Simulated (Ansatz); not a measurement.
MgI2 (P-3m1): refractive index against wavelength

The refractive index of MgI2 (P-3m1) along x below the direct gap (3.64 eV on the mesh) is read from one computed spectrum, n = √(Re ε). x, y and z are the Cartesian axes of the input cell.

It takes space group P-3m1 (No. 164, trigonal). The conventional cell has a = 4.140 Å, b = 4.140 Å, c = 6.880 Å, α = 90.00°, β = 90.00°, γ = 120.00°. I on site d has 3 Mg at 2.94 Å as nearest neighbours. Around Mg on site a lie 6 I at 2.94 Å.

Method: Ansatz 0.2.0, PBE, independent particles, k-mesh 9×9×4 with interpolation inside its cells, Gaussian parameter 0.15 eV.

Launch of the response step: `ansatz run input.yaml --threads 4 --pin off --max-ram 8192MiB --backend cpu --events-out ev --progress --plain --runs-dir out`. The run took 39 s, on 4 threads of Arm Neoverse V1 (shared host).

| wavelength (nm) | photon energy E (eV) | n |
| --- | --- | --- |
| 1550 | 0.800 | 2.2581 |
| 1310 | 0.946 | 2.2642 |
| 1064 | 1.165 | 2.2753 |
| 850 | 1.459 | 2.2945 |
| 700 | 1.771 | 2.3210 |
| 633 | 1.959 | ? |
| 532 | 2.331 | 2.3883 |

In the single-oscillator model n² − 1 = E₀E_d/(E₀² − E²), so 1/(n² − 1) = E₀/E_d − E²/(E₀E_d) is linear in E².

Working, on the rows shown:

| x = E² (eV²) | y = 1/(n² − 1) |
| --- | --- |
| 0.639837 | 0.243961 |
| 0.895757 | 0.24233 |
| 1.35784 | 0.239407 |
| 2.12762 | 0.234481 |
| 3.13716 | 0.227944 |
| 5.43137 | 0.212586 |

Means: x̄ = 2.2649, ȳ = 0.23345. Σ(x − x̄)(y − ȳ) = -0.1057, Σ(x − x̄)² = 16.14. Slope = -0.1057 / 16.14 = -0.006544; intercept = ȳ − slope · x̄ = 0.24827. Turned back into n, the line misses the rows shown by at most 0.00083.

**Question.** What does the fit predict for the withheld row, and how well does it do?

**Answer.** At x = 3.8364 the line gives y = 0.22317, that is 2.3411. The run gave 2.3404, so the interpolation is off by 0.00074, 0.6 % of the range in the table.

Refitted with all rows, the slope is -0.006531 and the intercept 0.24827. These give E₀ = √(intercept/−slope) = 6.17 eV and E_d = E₀/intercept = 24.8 eV; E₀ is 1.7 times the direct gap. The electronic limit at long wavelengths, without lattice vibrations, is n = √(1 + 1/intercept) = 2.242. The cell comes from an older database entry, whose edges can be off by a per cent or so. Excitons are left out and so are local fields; PBE gaps are as a rule too small. Spin-orbit coupling is left out.
